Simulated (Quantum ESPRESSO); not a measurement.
# KCl (Fm-3m): a volume series of phonon spectra

Aim: how the vibrations of KCl shift with volume, and the expansion that follows.

What experiment has found for this phase:
- volume expansion coefficient 111.3 1e-6/K and heat capacity C_P per formula unit 51.7 J/mol/K near room temperature (given in “High-Throughput Prediction of Finite-Temperature Properties using the Quasi-Harmonic Approximation”, 2016, arXiv:1603.06924)
- volume expansion coefficient 114.9 1e-6/K near room temperature (given in “Descriptors for thermal expansion in solids”, 2017, arXiv:1701.03966)

Method: DFT PBE, scalar-relativistic, plane waves, GBRV ultrasoft pseudopotentials, in Quantum ESPRESSO 7.5.

**1. Starting point**

It takes space group Fm-3m (No. 225, cubic). The conventional cell has a = 6.293 Å, b = 6.293 Å, c = 6.293 Å, α = 90.00°, β = 90.00°, γ = 90.00°. Nearest to K lie 6 Cl at 3.15 Å. Cl has 6 K at 3.15 Å nearest. Farther neighbours and most contacts between anions are not listed.

**2. A first coarse run**

Before spending time, one coarse run tells the gap and the pressure of the starting cell.

Contents of probe.in:

```
&CONTROL
  calculation = 'scf'
  prefix      = 'x'
  outdir      = './tmp'
  pseudo_dir  = './pseudo'
  tprnfor     = .true.
  tstress     = .true.
  verbosity   = 'high'
/
&SYSTEM
  ibrav       = 0
  nat         = 2
  ntyp        = 2
  ecutwfc     = 40.0
  ecutrho     = 240.0
  occupations = 'smearing'
  smearing    = 'gaussian'
  degauss     = 0.01
/
&ELECTRONS
  conv_thr         = 1.0d-07
  mixing_beta      = 0.7
  electron_maxstep = 100
/
ATOMIC_SPECIES
 K      39.0983  K.upf
 Cl     35.4500  Cl.upf
CELL_PARAMETERS angstrom
     0.000000000    3.146470000    3.146470000
     3.146470000    0.000000000    3.146470000
     3.146470000    3.146470000    0.000000000
ATOMIC_POSITIONS crystal
 K      0.000000000   0.000000000   0.000000000
 Cl     0.500000000   0.500000000   0.500000000
K_POINTS automatic
 6 6 6 0 0 0
```

Started as:

```sh
$ OMP_NUM_THREADS=1 mpirun -n 8 pw.x -nk 8 -in probe.in > probe.out
```

Log:

```text
Program PWSCF v.7.5

     This program is part of the open-source Quantum ESPRESSO suite
     for quantum simulation of materials; please cite
         "P. Giannozzi et al., J. Phys.:Condens. Matter 21 395502 (2009);
         "P. Giannozzi et al., J. Phys.:Condens. Matter 29 465901 (2017);
         "P. Giannozzi et al., J. Chem. Phys. 152 154105 (2020);
     in publications or presentations arising from this work. More details at

     Message from routine setup:
     using ibrav=0 with symmetry is DISCOURAGED, use correct ibrav instead

     G-vector sticks info
     --------------------
     sticks:   dense  smooth     PW     G-vecs:    dense   smooth      PW
     Sum        1159     769    241                26469    14331    2421

     Using Slab Decomposition

     bravais-lattice index     =            0
     lattice parameter (alat)  =       8.4089  a.u.
     unit-cell volume          =     420.4336 (a.u.)^3
     number of atoms/cell      =            2
     number of atomic types    =            2
     number of electrons       =        16.00
     number of Kohn-Sham states=           12
     kinetic-energy cutoff     =      40.0000  Ry
     charge density cutoff     =     240.0000  Ry
     scf convergence threshold =      1.0E-07
     mixing beta               =       0.7000
     number of iterations used =            8  plain     mixing
     Exchange-correlation=  SLA  PW   PBX  PBC
                           (   1   4   3   4   0   0   0)

     celldm(1)=   8.408867  celldm(2)=   0.000000  celldm(3)=   0.000000
     celldm(4)=   0.000000  celldm(5)=   0.000000  celldm(6)=   0.000000

     crystal axes: (cart. coord. in units of alat)
               a(1) = (   0.000000   0.707107   0.707107 )
               a(2) = (   0.707107   0.000000   0.707107 )
               a(3) = (   0.707107   0.707107   0.000000 )

     reciprocal axes: (cart. coord. in units 2 pi/alat)
               b(1) = ( -0.707107  0.707107  0.707107 )
               b(2) = (  0.707107 -0.707107  0.707107 )
               b(3) = (  0.707107  0.707107 -0.707107 )

     PseudoPot. # 1 for K  read from file:
     ./pseudo/K.upf
     Pseudo is Ultrasoft + core correction, Zval =  9.0
     Using radial grid of  841 points,  6 beta functions with:
                l(1) =   0
                l(2) =   0
                l(3) =   1
                l(4) =   1
                l(5) =   2
                l(6) =   2
     Q(r) pseudized with  6 coefficients,  rinner =    1.500   1.500   1.500
                                                       1.500   1.500

     PseudoPot. # 2 for Cl read from file:
     ./pseudo/Cl.upf
     Pseudo is Ultrasoft + core correction, Zval =  7.0
     Using radial grid of  909 points,  6 beta functions with:
                l(1) =   0
                l(2) =   0
                l(3) =   1
                l(4) =   1
                l(5) =   2
                l(6) =   2
     Q(r) pseudized with  8 coefficients,  rinner =    1.300   1.300   1.300
                                                       1.300   1.300

     atomic species   valence    mass     pseudopotential
     K                 9.00    39.09830     K ( 1.00)
     Cl                7.00    35.45000     Cl( 1.00)

     48 Sym. Ops., with inversion, found

                                    s                        frac. trans.

      isym =  1     identity

 cryst.   s( 1) = (     1          0          0      )
                  (     0          1          0      )
                  (     0          0          1      )

 cart.    s( 1) = (  1.0000000 -0.0000000  0.0000000 )
                  ( -0.0000000  1.0000000  0.0000000 )
                  ( -0.0000000  0.0000000  1.0000000 )

      isym =  2     180 deg rotation - cart. axis [0,0,1]

 cryst.   s( 2) = (     0          1         -1      )
                  (     1          0         -1      )
                  (     0          0         -1      )

 cart.    s( 2) = ( -1.0000000  0.0000000  0.0000000 )
                  (  0.0000000 -1.0000000  0.0000000 )
                  (  0.0000000 -0.0000000  1.0000000 )

      isym =  3     180 deg rotation - cart. axis [0,1,0]

 cryst.   s( 3) = (     0         -1          1      )
                  (     0         -1          0      )
                  (     1         -1          0      )

 cart.    s( 3) = ( -1.0000000 -0.0000000 -0.0000000 )
                  (  0.0000000  1.0000000 -0.0000000 )
                  (  0.0000000  0.0000000 -1.0000000 )

      isym =  4     180 deg rotation - cart. axis [1,0,0]

 cryst.   s( 4) = (    -1          0          0      )
                  (    -1          0          1      )
                  (    -1          1          0      )

 cart.    s( 4) = (  1.0000000  0.0000000 -0.0000000 )
                  ( -0.0000000 -1.0000000 -0.0000000 )
                  ( -0.0000000 -0.0000000 -1.0000000 )

      isym =  5     180 deg rotation - cart. axis [1,1,0]

 cryst.   s( 5) = (    -1          0          1      )
[...]
cart.    s( 5) = ( -0.0000000  1.0000000 -0.0000000 )
[...]
isym =  6     180 deg rotation - cart. axis [1,-1,0]

 cryst.   s( 6) = (     0         -1          0      )
[...]
cart.    s( 6) = (  0.0000000 -1.0000000 -0.0000000 )
[...]
isym =  7      90 deg rotation - cart. axis [0,0,-1]

 cryst.   s( 7) = (     0          1          0      )
[...]
cart.    s( 7) = (  0.0000000  1.0000000  0.0000000 )
[...]
isym =  8      90 deg rotation - cart. axis [0,0,1]

 cryst.   s( 8) = (     1          0         -1      )
[...]
cart.    s( 8) = ( -0.0000000 -1.0000000  0.0000000 )
[...]
isym =  9     180 deg rotation - cart. axis [1,0,1]

 cryst.   s( 9) = (    -1          1          0      )
[...]
cart.    s( 9) = (  0.0000000  0.0000000  1.0000000 )
[...]
isym = 10     180 deg rotation - cart. axis [-1,0,1]

 cryst.   s(10) = (     0          0         -1      )
[...]
cart.    s(10) = ( -0.0000000  0.0000000 -1.0000000 )
[...]
isym = 11      90 deg rotation - cart. axis [0,1,0]

 cryst.   s(11) = (     0          0          1      )
[...]
cart.    s(11) = ( -0.0000000 -0.0000000  1.0000000 )
[...]
isym = 12      90 deg rotation - cart. axis [0,-1,0]

 cryst.   s(12) = (     1         -1          0      )
[...]
1.0000   1.0000   1.0000   1.0000   1.0000   1.0000   1.0000   1.0000
     0.0000   0.0000   0.0000   0.0000

          k = 0.2357 0.0000-0.0000 (  1800 PWs)   bands (ev):

   -26.3011 -11.2647  -9.7712  -9.7712  -9.6844   0.4895   0.8294   0.8294
     6.8570   8.6228   9.9683   9.9685

     occupation numbers
     1.0000   1.0000   1.0000   1.0000   1.0000   1.0000   1.0000   1.0000
     0.0000   0.0000   0.0000   0.0000

          k = 0.3536 0.1179-0.1179 (  1804 PWs)   bands (ev):

   -26.2967 -11.3028  -9.7805  -9.7785  -9.6403   0.1958   0.6722   0.7195
     7.8409   8.4681  10.6914  10.8223

     occupation numbers
     1.0000   1.0000   1.0000   1.0000   1.0000   1.0000   1.0000   1.0000
     0.0000   0.0000   0.0000   0.0000

          k =-0.2357-0.4714 0.4714 (  1787 PWs)   bands (ev):

   -26.2932 -11.3425  -9.7933  -9.7782  -9.5882   0.0009   0.5248   0.5995
     8.5456   9.2349  11.1713  11.4624

     occupation numbers
     1.0000   1.0000   1.0000   1.0000   1.0000   1.0000   1.0000   1.0000
     0.0000   0.0000   0.0000   0.0000

          k =-0.1179-0.3536 0.3536 (  1800 PWs)   bands (ev):

   -26.2940 -11.3467  -9.8032  -9.7674  -9.5759   0.0230   0.5754   0.5841
     8.4973   9.1771  10.8178  10.9572

     occupation numbers
     1.0000   1.0000   1.0000   1.0000   1.0000   1.0000   1.0000   1.0000
     0.0000   0.0000   0.0000   0.0000

          k = 0.0000-0.2357 0.2357 (  1817 PWs)   bands (ev):

[...]
occupation numbers
[...]
k = 0.4714 0.0000-0.0000 (  1768 PWs)   bands (ev):

[...]
occupation numbers
[...]
k =-0.1179-0.5893 0.5893 (  1785 PWs)   bands (ev):

[...]
occupation numbers
[...]
k =-0.0000-0.4714 0.4714 (  1790 PWs)   bands (ev):

[...]
occupation numbers
[...]
k =-0.7071 0.0000 0.0000 (  1772 PWs)   bands (ev):

   -26.2909 -11.1193  -9.8988  -9.8125  -9.8125   0.2433   0.6761   0.6761
     7.4318   9.2391  10.9672  11.1019

     occupation numbers
     1.0000   1.0000   1.0000   1.0000   1.0000   1.0000   1.0000   1.0000
     0.0000   0.0000   0.0000   0.0000

          k =-0.2357-0.4714 0.7071 (  1806 PWs)   bands (ev):

   -26.2933 -11.2807  -9.8186  -9.7926  -9.6493   0.1463   0.5841   0.5984
     8.4164   8.7259  10.7929  11.5530

     occupation numbers
     1.0000   1.0000   1.0000   1.0000   1.0000   1.0000   1.0000   1.0000
     0.0000   0.0000   0.0000   0.0000

          k =-0.1179-0.3536 0.5893 (  1792 PWs)   bands (ev):

   -26.2916 -11.2680  -9.8339  -9.8154  -9.6430   0.1881   0.4618   0.5451
     8.8489   9.0897  10.6242  10.9075

     occupation numbers
     1.0000   1.0000   1.0000   1.0000   1.0000   1.0000   1.0000   1.0000
     0.0000   0.0000   0.0000   0.0000

          k =-0.7071 0.2357 0.0000 (  1786 PWs)   bands (ev):

   -26.2908 -11.1928  -9.8770  -9.8341  -9.7032   0.3287   0.4767   0.5416
     8.1532   9.8201   9.9655  11.0548

     occupation numbers
     1.0000   1.0000   1.0000   1.0000   1.0000   1.0000   1.0000   1.0000
     0.0000   0.0000   0.0000   0.0000

     the Fermi energy is     2.7689 ev

!    total energy              =     -90.56874138 Ry
     estimated scf accuracy    <          1.0E-08 Ry
     smearing contrib. (-TS)   =      -0.00000000 Ry
     internal energy E=F+TS    =     -90.56874138 Ry

     The total energy is F=E-TS. E is the sum of the following terms:
     one-electron contribution =     -30.29109504 Ry
     hartree contribution      =      19.99063447 Ry
     xc contribution           =     -18.60140075 Ry
     ewald contribution        =     -61.66688006 Ry

     convergence has been achieved in   7 iterations

     negative rho (up, down):  1.455E-02 0.000E+00

     Forces acting on atoms (cartesian axes, Ry/au):

     atom    1 type  1   force =    -0.00000000   -0.00000000    0.00000000
     atom    2 type  2   force =    -0.00000000   -0.00000000    0.00000000
     The non-local contrib.  to forces
     atom    1 type  1   force =     0.00000000    0.00000000    0.00000000
     atom    2 type  2   force =     0.00000000    0.00000000   -0.00000000
     The ionic contribution  to forces
     atom    1 type  1   force =     0.00000000    0.00000000    0.00000000
     atom    2 type  2   force =     0.00000000   -0.00000000    0.00000000
     The local contribution  to forces
     atom    1 type  1   force =     0.00000000    0.00000000    0.00000000
     atom    2 type  2   force =    -0.00000000   -0.00000000   -0.00000000
     The core correction contribution to forces
     atom    1 type  1   force =    -0.00000000   -0.00000000    0.00000000
     atom    2 type  2   force =    -0.00000000    0.00000000   -0.00000000
     The Hubbard contrib.    to forces
     atom    1 type  1   force =     0.00000000    0.00000000    0.00000000
     atom    2 type  2   force =     0.00000000    0.00000000    0.00000000
     The SCF correction term to forces
     atom    1 type  1   force =    -0.00000000    0.00000000   -0.00000000
     atom    2 type  2   force =    -0.00000000    0.00000000    0.00000000

     Total force =     0.000000     Total SCF correction =     0.000000

     Computing stress (Cartesian axis) and pressure

     negative rho (up, down):  1.455E-02 0.000E+00
          total   stress  (Ry/bohr**3)                   (kbar)     P=        1.07
   0.00000725   0.00000000   0.00000000            1.07        0.00        0.00
   0.00000000   0.00000725   0.00000000            0.00        1.07        0.00
   0.00000000   0.00000000   0.00000725            0.00        0.00        1.07

     kinetic stress (kbar)   6949.09      0.00     -0.00
                                0.00   6949.09      0.00
                               -0.00      0.00   6949.09

     local   stress (kbar)  -5097.04     -0.00      0.00
                               -0.00  -5097.04     -0.00
                                0.00     -0.00  -5097.04

     nonloc. stress (kbar)   4816.59      0.00      0.00
                                0.00   4816.59      0.00
                                0.00      0.00   4816.59

     hartree stress (kbar)   2331.50      0.00      0.00
                                0.00   2331.50      0.00
                                0.00      0.00   2331.50

     exc-cor stress (kbar)   -346.87      0.00      0.00
                                0.00   -346.87     -0.00
                                0.00     -0.00   -346.87

     corecor stress (kbar)  -1460.02     -0.00     -0.00
                               -0.00  -1460.02     -0.00
                               -0.00     -0.00  -1460.02

     ewald   stress (kbar)  -7192.19      0.00      0.00
                                0.00  -7192.19      0.00
                                0.00      0.00  -7192.19

     hubbard stress (kbar)      0.00      0.00      0.00
                                0.00      0.00      0.00
                                0.00      0.00      0.00

     DFT-D   stress (kbar)      0.00      0.00      0.00
[...]
XDM     stress (kbar)      0.00      0.00      0.00
[...]
dft-nl  stress (kbar)      0.00      0.00      0.00
                                0.00      0.00      0.00
                                0.00      0.00      0.00

     TS-vdW  stress (kbar)      0.00      0.00      0.00
                                0.00      0.00      0.00
                                0.00      0.00      0.00

     MDB     stress (kbar)      0.00      0.00      0.00
                                0.00      0.00      0.00
                                0.00      0.00      0.00

     3D-RISM stress (kbar)      0.00      0.00      0.00
                                0.00      0.00      0.00
                                0.00      0.00      0.00

     Writing all to output data dir ./tmp/x.save/ :
     XML data file, charge density, pseudopotentials, collected wavefunctions

   JOB DONE.
```

Wall time 5.7 s (8 MPI ranks of AMD EPYC 7R43, shared host); 41 s of CPU time.

Numbers from this step:

| Item | Value |
| --- | --- |
| volume per atom | 31.15 Å³ |
| pressure | 0.1070 GPa |
| gap on the k-mesh | 5.188 eV |

The start is under 0.11 GPa at this level and looks like an insulator or semiconductor on this mesh.

[end of part 1 of 8]

[Logs are printed without paths, hosts, clocks, repeated set-up lines and the standing remarks that a program may print on its own settings, such as how far it seeks lower states.]

[Hosts, paths, dates, database ids (printed as entryN), source tags and the programs' standing remarks are cut or masked in the printed files.]

[A step with changed settings may run another functional than the one named; its input shows which.]

[Of the runs on displaced cells, only some may be shown.]
